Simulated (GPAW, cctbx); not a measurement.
## Reading charge transfer from structure factors

Cs6TiSn, Pmm2 (no. 25), a = 7.0896 Å, b = 9.2576 Å, c = 7.5803 Å, α = 90.00°, β = 90.00°, γ = 90.00°.

```
atom  mult.    x       y       z
 Cs1      1  1/2       0  0.6325
 Cs2      1    0     1/2  0.3575
 Cs3      2  1/2  0.2419  0.1903
 Cs4      2    0  0.7647  0.8202
 Sn1      1    0       0  0.3146
 Ti1      1  1/2     1/2  0.6979
```

The cell comes from substitution in a known structure type and wasn't matched to any measured phase.

Absolute values of the static structure factors of the conventional cell from DFT (PBE, GPAW) against free spherical atoms, in electrons:

| hkl | d (Å) | free atoms | crystal |
| --- | --- | --- | --- |
| 010 | 9.258 | 42.96 | 43.13 |
| 001 | 7.580 | 31.39 | 31.64 |
| 100 | 7.090 | 27.46 | 27.66 |
| 011 | 5.865 | 21.57 | 21.10 |
| 110 | 5.629 | 31.61 | 31.04 |
| 101 | 5.178 | 48.13 | 47.75 |
| 020 | 4.629 | 32.99 | 32.70 |
| 111 | 4.519 | 43.65 | 43.57 |
| 021 | 3.950 | 165.26 | 165.22 |
| 120 | 3.876 | 27.40 | 27.41 |

**Question.** Which way does charge move, and which reflections show it best?

Project each element's phase sum on the total phase. |F| rises if density moves to atoms that scatter in phase and falls if it moves to atoms that scatter against it; the rule is for low angles, since changes of shape take over beyond. Where all elements are in phase the terms compete, and the compactness of the donor's and the acceptor's density matters too.

| hkl | Cs in phase | Sn in phase | Ti in phase | change (e) | (%) |
| --- | --- | --- | --- | --- | --- |
| 010 | +0.3 | +1.0 | -1.0 | +0.18 | +0.4 |
| 001 | 0.0 | +1.0 | -0.8 | +0.25 | +0.8 |
| 100 | 0.0 | +1.0 | -1.0 | +0.19 | +0.7 |
| 011 | +1.4 | -0.7 | -1.0 | -0.47 | -2.2 |
| 110 | +1.9 | -1.0 | -1.0 | -0.58 | -1.8 |
| 101 | +2.1 | -0.9 | -1.0 | -0.38 | -0.8 |
| 020 | +2.0 | -1.0 | -1.0 | -0.30 | -0.9 |
| 111 | +1.2 | -0.2 | -0.5 | -0.09 | -0.2 |

Low-angle reflections that set elements apart and change by more than 0.05 e: 010, 001, 100, 011, 110, 101, 020 and 111. The signs fit a gain of density on Sn and Ti and a loss on Cs. The best witness is 011, -2.2 %, where Sn enters with -0.7. The real-space density agrees: Voronoi charges Cs +0.14, Sn -0.58, Ti -0.23 e. The shortest bond, Cs–Cs, has Δρ = -0.01 e/Å³ at its midpoint.

[Outputs are excerpts: Python notices, other lines and further rows are left out; steps that failed or that the build refused (PBEsol, TPSS) are not shown.]

[Logs are printed without paths, hosts, clocks, repeated set-up lines and the standing remarks that a program may print on its own settings, such as how far it seeks lower states.]
